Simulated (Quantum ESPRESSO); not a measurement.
**LaAsRuO: parallel and opposed starts**

Does LaAsRuO prefer parallel or opposed moments, or none?

Program: Quantum ESPRESSO 7.5. Level of theory: PBE; plane waves with GBRV 1.5 PBE potentials, no spin-orbit coupling. Results are calculated unless marked as measured.

Report form: the programs' logs are mostly left out.

## (1) The starting structure

Symmetry: P4/nmm, No. 129, tetragonal system. The conventional cell has a = 4.120 Å, b = 4.120 Å, c = 8.491 Å, α = 90.00°, β = 90.00°, γ = 90.00°. Nearest to La lie 4 Ru at 2.73 Å and 1 As at 2.93 Å and 4 O at 3.21 Å. Nearest to As lie 4 O at 2.11 Å. Ru has 4 La at 2.73 Å and 4 Ru at 2.91 Å nearest. Nearest to O lie 4 As at 2.11 Å and 4 La at 3.21 Å. Farther neighbours and most contacts between anions are not listed.

The cell comes from Materials Project 2023-11-01, a database of computed structures, and need not be the stable phase.

## (2) Run 1, typed as ferro ++

The signs are those of the starting moments on the seeded atoms, the atoms that are given a moment.

Contents of pw.in:

```
&CONTROL
  calculation = 'scf'
  prefix = 'pwscf'
  outdir = './tmp'
  pseudo_dir = './pseudo'
  disk_io = 'nowf'
/
&SYSTEM
  ibrav = 0
  celldm(1) = 8
  nat = 8
  ntyp = 4
  ecutwfc = 40
  ecutrho = 280
  nbnd = 52
  occupations = 'smearing'
  smearing = 'fd'
  degauss = 0.00367493
  nspin = 2
  starting_magnetization(1) = 0
  starting_magnetization(2) = 0
  starting_magnetization(3) = 0.0938
  starting_magnetization(4) = 0
/
&ELECTRONS
  conv_thr = 1.6d-08
  electron_maxstep = 150
  mixing_beta = 0.3
/
ATOMIC_SPECIES
La    138.9055 la_pbe_v1.uspp.F.UPF
As     74.9216 as_pbe_v1.uspp.F.UPF
Ru    101.0700 ru_pbe_v1.2.uspp.F.UPF
O      15.9990 o_pbe_v1.2.uspp.F.UPF
CELL_PARAMETERS alat
   0.9730908462995    0.0000000000000    0.0000000000000
   0.0000000000000    0.9730908462995    0.0000000000000
   0.0000000000000    0.0000000000000    2.0057789302544
ATOMIC_POSITIONS crystal
La      0.0000000000    0.5000000000    0.7898370000
La      0.5000000000    0.0000000000    0.2101630000
As      0.0000000000    0.5000000000    0.4451850000
As      0.5000000000    0.0000000000    0.5548150000
Ru      0.0000000000    0.0000000000    0.0000000000
Ru      0.5000000000    0.5000000000    0.0000000000
O       0.0000000000    0.0000000000    0.5000000000
O       0.5000000000    0.5000000000    0.5000000000
K_POINTS automatic
8 8 4 0 0 0
```

On the command line:

```bash
$ OMP_NUM_THREADS=1 mpirun -n 4 pw.x -nk 4 -in pw.in > pw.out
```

Elapsed: 2.1 min, on 4 MPI ranks of AMD EPYC 9R45, shared host; peak memory 1.6 GiB.

Spin moment in the atom's sphere by atom:

```csv
atom,spin moment in the atom's sphere (μB)
La1,0.0000
La2,0.0000
As3,0.0000
As4,0.0000
Ru5,-0.0001
Ru6,-0.0001
O7,0.0000
O8,0.0000
```

Read from the output:

```
smearing term TS       : 0.03912 eV
magnetization          : 0 μB
absolute magnetization : 0 μB
final state            : non-magnetic
```

## (3) Run 2, typed as antiferro +−

pw.in, as its differences from that of step 2:

```diff
@@ -11,6 +11,6 @@
   nat = 8
-  ntyp = 4
+  ntyp = 5
   ecutwfc = 40
   ecutrho = 280
-  nbnd = 52
+  nbnd = 50
   occupations = 'smearing'
@@ -22,3 +22,4 @@
   starting_magnetization(3) = 0.0938
-  starting_magnetization(4) = 0
+  starting_magnetization(4) = -0.0938
+  starting_magnetization(5) = 0
 /
@@ -32,3 +33,4 @@
 As     74.9216 as_pbe_v1.uspp.F.UPF
-Ru    101.0700 ru_pbe_v1.2.uspp.F.UPF
+Ru1   101.0700 ru_pbe_v1.2.uspp.F.UPF
+Ru2   101.0700 ru_pbe_v1.2.uspp.F.UPF
 O      15.9990 o_pbe_v1.2.uspp.F.UPF
@@ -43,4 +45,4 @@
 As      0.5000000000    0.0000000000    0.5548150000
-Ru      0.0000000000    0.0000000000    0.0000000000
-Ru      0.5000000000    0.5000000000    0.0000000000
+Ru1     0.0000000000    0.0000000000    0.0000000000
+Ru2     0.5000000000    0.5000000000    0.0000000000
 O       0.0000000000    0.0000000000    0.5000000000
```

The job ended after 2 min (4 MPI ranks; peak memory 1.6 GiB; 8 min of CPU time).

Spin moment in the atom's sphere by atom:

```csv
atom,spin moment in the atom's sphere (μB)
La1,0.0000
La2,0.0000
As3,0.0000
As4,0.0000
Ru5,0.0003
Ru6,-0.0002
O7,0.0000
O8,0.0000
```

Numbers from this step:

```
smearing term TS       : 0.03912 eV
magnetization          : 0 μB
absolute magnetization : 0 μB
final state            : non-magnetic
```

## (4) Start 3: no spin polarisation

pw.in, as its differences from that of step 3:

```diff
@@ -11,3 +11,3 @@
   nat = 8
-  ntyp = 5
+  ntyp = 4
   ecutwfc = 40
@@ -18,8 +18,2 @@
   degauss = 0.00367493
-  nspin = 2
-  starting_magnetization(1) = 0
-  starting_magnetization(2) = 0
-  starting_magnetization(3) = 0.0938
-  starting_magnetization(4) = -0.0938
-  starting_magnetization(5) = 0
 /
@@ -33,4 +27,3 @@
 As     74.9216 as_pbe_v1.uspp.F.UPF
-Ru1   101.0700 ru_pbe_v1.2.uspp.F.UPF
-Ru2   101.0700 ru_pbe_v1.2.uspp.F.UPF
+Ru    101.0700 ru_pbe_v1.2.uspp.F.UPF
 O      15.9990 o_pbe_v1.2.uspp.F.UPF
@@ -45,4 +38,4 @@
 As      0.5000000000    0.0000000000    0.5548150000
-Ru1     0.0000000000    0.0000000000    0.0000000000
-Ru2     0.5000000000    0.5000000000    0.0000000000
+Ru      0.0000000000    0.0000000000    0.0000000000
+Ru      0.5000000000    0.5000000000    0.0000000000
 O       0.0000000000    0.0000000000    0.5000000000
```

Run time: 56 s. Hardware: 4 MPI ranks; peak memory 1.2 GiB.

This step gave:

```
smearing term TS : 0.03912 eV
final state      : non-magnetic (no spin polarisation)
```

## (5) The states side by side

An order is kept where moments of 0.15 μB or more survive with the typed signs; meshes match where a doubled cell samples the same k points as the first cell.

Orders:

```csv
start,final state,typed order kept,energy over the lowest (meV a seeded atom),largest site moment (μB),net moment (μB a cell of the first run),mesh matched,CPU time (s)
ferro ++,non-magnetic,no,0.09018,0,0,yes,514.1
antiferro +-,non-magnetic,no,0.09095,0,0,yes,482.8
no spin polarisation,non-magnetic,-,0,0,0,yes,224.5
```

## (6) What came out

```yaml
lowest_state_found: non-magnetic (from ferro ++, antiferro +- and no spin polarisation)
largest_site_moment: 0 μB
```

What this shows: The lowest state carries no moment, and no start kept one. Only these 3 starts were compared; other wavevectors, canted and longer-period orders were not.

[Logs and program files are shortened in this print: banners, set-up blocks, solver, clock and traceback lines can be left out without a mark of their own.]

[Logs are printed without paths, hosts, clocks, repeated set-up lines and the standing remarks that a program may print on its own settings, such as how far it seeks lower states.]

[Hosts, paths, dates, database ids (printed as entryN), source tags and the programs' standing remarks are cut or masked in the printed files.]

[Where a cell is said to come from a database of computed structures, the database is the Materials Project.]
